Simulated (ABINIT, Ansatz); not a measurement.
# Quasiparticle gap of CdTe (F-43m) in ABINIT, part 3 of 3

Wanted: ground state, empty states, screening and self-energy for CdTe (F-43m).

ABINIT 10.8.3; PBE and many-body steps on it, plane waves. Known limits of the many-body steps: not at the basis limit; exchange with frozen shells missing; mesh may overstate the screening; no spin-orbit coupling; coarse k mesh.

So far. Step 3 (Bands along the symmetry lines): The gap is 0.771 eV, as in the run before at this level. Step 4 (Empty states on the mesh, 4×4×4 mesh, 163 bands): On this mesh the gap is 0.771 eV.

**5. Screening, 4×4×4 mesh, 149 bands, screening to 149.7 eV**

The RPA dielectric matrix is built and inverted for each q.

This step: RPA screening on PBE, plane waves, norm-conserving pseudopotentials.

Contents of run.abi:

```
acell 3*1.0 Angstrom
rprim 
  0.000000000000 3.240000000000 3.240000000000
  3.240000000000 0.000000000000 3.240000000000
  3.240000000000 3.240000000000 0.000000000000
ntypat 2
znucl 48 52
natom 2
typat 1 2
xred 
  0.000000000000 0.000000000000 0.000000000000
  0.250000000000 0.250000000000 0.250000000000
pp_dirpath "pseudos"
pseudos "Cd.upf, Te.upf"
ecut 47
ngkpt 4 4 4
nshiftk 1
shiftk 0 0 0
kptopt 1
chksymbreak 0
istwfk *1
occopt 1
irdwfk 1
optdriver 3
nband 149
ecuteps 5.5
inclvkb 2
awtr 1
symchi 1
indata_prefix "in"
outdata_prefix "out"
tmpdata_prefix "tmp"
```

Command:

```sh
OMP_NUM_THREADS=1 mpirun -n 8 abinit run.abi > log
```

Numbers of over 12 decimals in the logs are rounded to 6 here.

Log:

```text
.Version 10.8.3 of ABINIT. v10.8.2 released Aug 2026.

 Symmetries : space group F-4 3 m (#216); Bravais cF (face-center cubic)
[... echo of the input left out ...]
== DATASET  1 ==================================================================
-   mpi_nproc: 8, omp_nthreads: 1 (-1 if OMP is not activated)

--- !DatasetInfo
iteration_state: {dtset: 1, }
dimensions: {natom: 2, nkpt: 8, mband: 149, nsppol: 1, nspinor: 1, nspden: 1, mpw: 7120, }
cutoff_energies: {ecut:  47.0, pawecutdg:  -1.0, }
electrons: {nelect:   3.60000000E+01, charge:   0.00000000E+00, occopt:   1.00000000E+00, tsmear:   1.00000000E-02, }

 SCREENING: Calculation of the susceptibility and dielectric matrices

 Based on a program developped by R.W. Godby, V. Olevano, G. Onida, and L. Reining.
 Incorporated in ABINIT by V. Olevano, G.-M. Rignanese, and M. Torrent.
.Using double precision arithmetic ; gwpc =  8

[... cell and pseudopotentials left out ...]
--------------------------------------------------------------------------------

 ==== K-mesh for the wavefunctions ====
 Number of points in the irreducible wedge :     8
[... list of points left out ...]
 Together with 24 symmetry operations and time-reversal symmetry
 yields    64 points in the full Brillouin Zone.

 ==== Q-mesh for the screening function ====
 Number of points in the irreducible wedge :     8
[... list of points left out ...]
 Together with 24 symmetry operations and time-reversal symmetry
 yields    64 points in the full Brillouin Zone.

 setmesh: FFT mesh size selected  =    36x   36x   36
          total number of points  =        46656

 vcoul_init : cutoff-mode = AUXILIARY_FUNCTION
 q-points for optical limit:   1
     1)      0.000010    0.000020    0.000030

- screening: taking advantage of time-reversal symmetry
- Maximum band index for partially occupied states nbvw = 18
- Remaining bands to be divided among processors   nbcw = 131
- Number of bands treated by each node ~16

 Number of electrons calculated from density =   36.0000; Expected =   36.0000
 average of density, n =  0.078423
 r_s =    1.4493
 omega_plasma =   27.0132 [eV]

 calculating chi0 at frequencies [eV] :
  1    0.000000E+00    0.000000E+00
  2    0.000000E+00    2.701320E+01

--------------------------------------------------------------------------------
  q-point number  1        q = ( 0.000000, 0.000000, 0.000000) [r.l.u.]
--------------------------------------------------------------------------------
[... chi0 elements left out ...]
 For q-point:  0.000010 0.000020 0.000030
  dielectric constant =  28.4739
  dielectric constant without local fields =  29.8265

  Average fulfillment of the sum rule on Im[epsilon] for q-point    1 :     72.91  [%]
[... wings left out ...]
  q-point number  2        q = ( 0.250000, 0.000000, 0.000000) [r.l.u.]
--------------------------------------------------------------------------------
[... chi0 elements left out ...]
  Average fulfillment of the sum rule on Im[epsilon] for q-point    2 :     89.01  [%]

 [... 6 further q-points ...]
```

Run time: 47 s. Hardware: 8 MPI ranks of Arm Neoverse V2, shared host; peak memory 2.7 GiB.

Numbers from this step:

```
ε∞ with local fields, on this mesh, along the program's q direction : 28.47
the same without local fields                                       : 29.83
plasma frequency                                                    : 27.01 eV
plane waves in the screening matrix                                 : 283
```

Local fields lower ε∞ by 5 %.

**6. Self-energy, 4×4×4 mesh, 149 bands, screening to 149.7 eV**

The self-energy is evaluated for the states that the input lists, and the levels follow from it, in one-shot runs by the linearised quasiparticle equation.

This step: G0W0 on PBE, plane waves, norm-conserving pseudopotentials.

Changes to run.abi since step 5:

```diff
@@ -23,8 +23,15 @@
 irdwfk 1
-optdriver 3
+optdriver 4
 nband 149
+gwcalctyp 0
+ecutsigx 47
+symsigma 1
+nkptgw 1
+kptgw 
+  0.0000000000 0.0000000000 0.0000000000
+bdgw 
+  16 22
 ecuteps 5.5
-inclvkb 2
-awtr 1
-symchi 1
+irdscr 1
+ppmodel 1
 indata_prefix "in"
```

Log:

```text
.Version 10.8.3 of ABINIT. v10.8.2 released Aug 2026.

 Symmetries : space group F-4 3 m (#216); Bravais cF (face-center cubic)
[... echo of the input left out ...]
== DATASET  1 ==================================================================
-   mpi_nproc: 8, omp_nthreads: 1 (-1 if OMP is not activated)

--- !DatasetInfo
iteration_state: {dtset: 1, }
dimensions: {natom: 2, nkpt: 8, mband: 149, nsppol: 1, nspinor: 1, nspden: 1, mpw: 7120, }
cutoff_energies: {ecut:  47.0, pawecutdg:  -1.0, }
electrons: {nelect:   3.60000000E+01, charge:   0.00000000E+00, occopt:   1.00000000E+00, tsmear:   1.00000000E-02, }

 SIGMA: Calculation of the GW corrections

 Based on a program developped by R.W. Godby, V. Olevano, G. Onida, and L. Reining.
 Incorporated in ABINIT by V. Olevano, G.-M. Rignanese, and M. Torrent.
.Using double precision arithmetic ; gwpc =  8

[... cell and pseudopotentials left out ...]
--------------------------------------------------------------------------------

 ==== K-mesh for the wavefunctions ====
 Number of points in the irreducible wedge :     8
[... list of points left out ...]
 Together with 24 symmetry operations and time-reversal symmetry
 yields    64 points in the full Brillouin Zone.

 ==== Q-mesh for screening function ====
 Number of points in the irreducible wedge :     8
[... list of points left out ...]
 Together with 24 symmetry operations and time-reversal symmetry
 yields    64 points in the full Brillouin Zone.

 vcoul_init : cutoff-mode = AUXILIARY_FUNCTION
 q-points for optical limit:   1
     1)      0.000010    0.000020    0.000030
 setmesh: FFT mesh size selected  =    54x   54x   54
          total number of points  =       157464

 Number of electrons calculated from density =   36.0000; Expected =   36.0000
 average of density, n =  0.078423
 r_s =    1.4493
 omega_plasma =   27.0132 [eV]

 === KS Band Gaps ===
  >>>> For spin  1
   Minimum direct gap =   0.7713 [eV], located at k-point      :   0.0000  0.0000  0.0000
   Fundamental gap    =   0.7713 [eV], Top of valence bands at :   0.0000  0.0000  0.0000
                                       Bottom of conduction at :   0.0000  0.0000  0.0000
 SIGMA fundamental parameters:
 PLASMON POLE MODEL  1
 number of plane-waves for SigmaX                 7119
 number of plane-waves for SigmaC and W            283
 number of plane-waves for wavefunctions          7119
 number of bands                                   149
 number of independent spin polarizations            1
 number of spinorial components                      1
 number of k-points in IBZ                           8
 number of q-points in IBZ                           8
 number of symmetry operations                      24
 number of k-points in BZ                           64
 number of q-points in BZ                           64
 number of frequencies for dSigma/dE                 9
 frequency step for dSigma/dE [eV]                0.25
 number of omega for Sigma on real axis              0
 max omega for Sigma on real axis  [eV]           0.00
 zcut for avoiding poles [eV]                     0.10

 EPSILON^-1 parameters (SCR file):
 dimension of the eps^-1 matrix on file            283
 dimension of the eps^-1 matrix used               283
 number of plane-waves for wavefunctions          7119
 number of bands                                   149
 number of q-points in IBZ                           8
 number of frequencies                               2
 number of real frequencies                          1
 number of imag frequencies                          1

 matrix elements of self-energy operator (all in [eV])

 Perturbative Calculation

--- !SelfEnergy_ee
iteration_state: {dtset: 1, }
kpoint     : [   0.000,    0.000,    0.000, ]
spin       : 1
KS_gap     :    0.771
QP_gap     :    1.860
Delta_QP_KS:    1.088
data: !SigmaeeData |
     Band     E0 <VxcDFT>   SigX SigC(E0)      Z dSigC/dE  Sig(E)    E-E0       E
       16   4.101 -13.619 -16.526   1.629   0.795  -0.257 -14.636  -1.017   3.084
       17   4.101 -13.619 -16.526   1.629   0.795  -0.257 -14.636  -1.017   3.084
       18   4.101 -13.619 -16.526   1.629   0.795  -0.257 -14.636  -1.017   3.084
       19   4.872 -11.612  -7.991  -3.533   0.808  -0.238 -11.541   0.072   4.944
       20   8.727  -9.965  -5.612  -4.068   0.805  -0.242  -9.735   0.230   8.957
       21   8.727  -9.965  -5.612  -4.068   0.805  -0.242  -9.735   0.230   8.957
       22   8.727  -9.965  -5.612  -4.068   0.805  -0.242  -9.735   0.230   8.957

== END DATASET(S) ==============================================================
================================================================================

 -outvars: echo values of variables after computation  --------
           etotal      0.0000000000E+00
            nband         149
             nkpt           8
          spgroup         216
 [... the other variables as echoed above ...]

 Calculation completed.
```

Elapsed: 6.5 s, on 8 MPI ranks; peak memory 2.1 GiB.

Numbers from this step:

```yaml
g0w0_gap_on_the_points_computed: 1.860 eV
starting_gap_on_the_mesh: 0.7714 eV
k_of_the_valence_top: 0, 0, 0
k_of_the_conduction_bottom: 0, 0, 0
z_at_the_valence_top: 0.795
z_at_the_conduction_bottom: 0.808
least_direct_g0w0_gap_on_the_computed_points: 1.860 eV
```

The gap on the mesh goes from 0.77 eV to 1.86 eV, a correction of +1.09 eV.

Limits: finite bands, cutoff and mesh; exchange with frozen shells missing; no spin-orbit coupling; coarse k mesh. v1 is the top filled band, c1 the lowest empty one. The levels before and after the correction (eV, zero at the valence-band top of each column):

|  | conduction bottom | valence top |
| --- | --- | --- |
| Kohn-Sham | 0.77 | 0.00 |
| G0W0 | 1.86 | 0.00 |

|  | level | energy (eV) |
| --- | --- | --- |
| Kohn-Sham | Γ v3-v1 | 0.000 |
| Kohn-Sham | Γ c1 | 0.771 |
| Kohn-Sham | Γ c2-c4 | 4.626 |
| G0W0 | Γ v3-v1 | 0.000 |
| G0W0 | Γ c1 | 1.860 |
| G0W0 | Γ c2-c4 | 5.873 |

**7. Where the time went**

Times are wall times on 8 MPI ranks of Arm Neoverse V2, shared host, good to a factor of about two.

| step | time | share | memory (GiB) |
| --- | --- | --- | --- |
| ground state | 17 s | 12 % | 0.79 |
| bands along the symmetry lines | 24 s | 17 % | 0.7 |
| empty states on the mesh | 47 s | 33 % | 0.82 |
| screening | 47 s | 33 % | 2.7 |
| self-energy | 6.5 s | 5 % | 2.1 |

**8. What came out**

| Item | Value |
| --- | --- |
| PBE gap | 0.77 eV, direct |
| G0W0 gap on the mesh | 1.86 eV |
| GW settings | 4×4×4 mesh, 149 bands, screening to 149.7 eV, Godby-Needs plasmon pole |
| known limits | not at the basis limit; exchange with frozen shells missing; mesh may overstate the screening; no spin-orbit coupling; coarse k mesh |

In words: G0W0 moves the gap on the mesh from 0.77 eV to 1.86 eV (+1.09 eV), with Z of 0.80 and 0.81 at the edges. Local fields lower the RPA ε∞ on this mesh from 29.83 to 28.47. Only 1 of the mesh's irreducible points was corrected, so a valley elsewhere could overtake. Bands and cutoff are finite, so the gap is not at the basis limit. The miss can reach some tenths of an eV and take either sign; the mesh is an error of its own. In the G0W0 run levels were corrected at 1 k point alone, so a gap called «on the mesh» is the least over those, and an edge elsewhere would be missed. The 4×4×4 mesh is coarse for this cell, which bears on the long-range parts of exchange and screening. The norm-conserving file of at least one element keeps a d shell over frozen s and p shells of the same row. Exchange with those shells is missing from the self-energy, an error of 0.3 to 0.9 eV in cases checked, whose sign depends on which edge lies on those atoms. The RPA ε∞ on this mesh reaches over 25; with a narrow direct gap a coarse mesh can overstate it, and the correction is then too small. The many-body steps are scalar-relativistic: spin-orbit coupling is not in them.

[Paths, hosts, dates, memory and timing lines, banners, echoed tables and standing remarks are left out of the program output.]

[Logs are printed without paths, hosts, clocks, repeated set-up lines and the standing remarks that a program may print on its own settings, such as how far it seeks lower states.]

[Runs of the session that timed out or met a known fault of the program may be left out.]

[No measured gap is set beside runs whose start may be inverted or whose files or cutoffs have a known fault.]

[Hosts, paths, dates, database ids (printed as entryN), source tags and the programs' standing remarks are cut or masked in the printed files.]

[G0W0 gaps are taken among the corrected bands and points alone; a level outside them can change the order at an edge.]

[Where Ansatz stands beside ABINIT at settings called matched, ABINIT's density can come from a denser mesh and the files from another edition; pairs whose starting gaps differed by over 0.03 eV were left out, so agreement reads better than it is.]
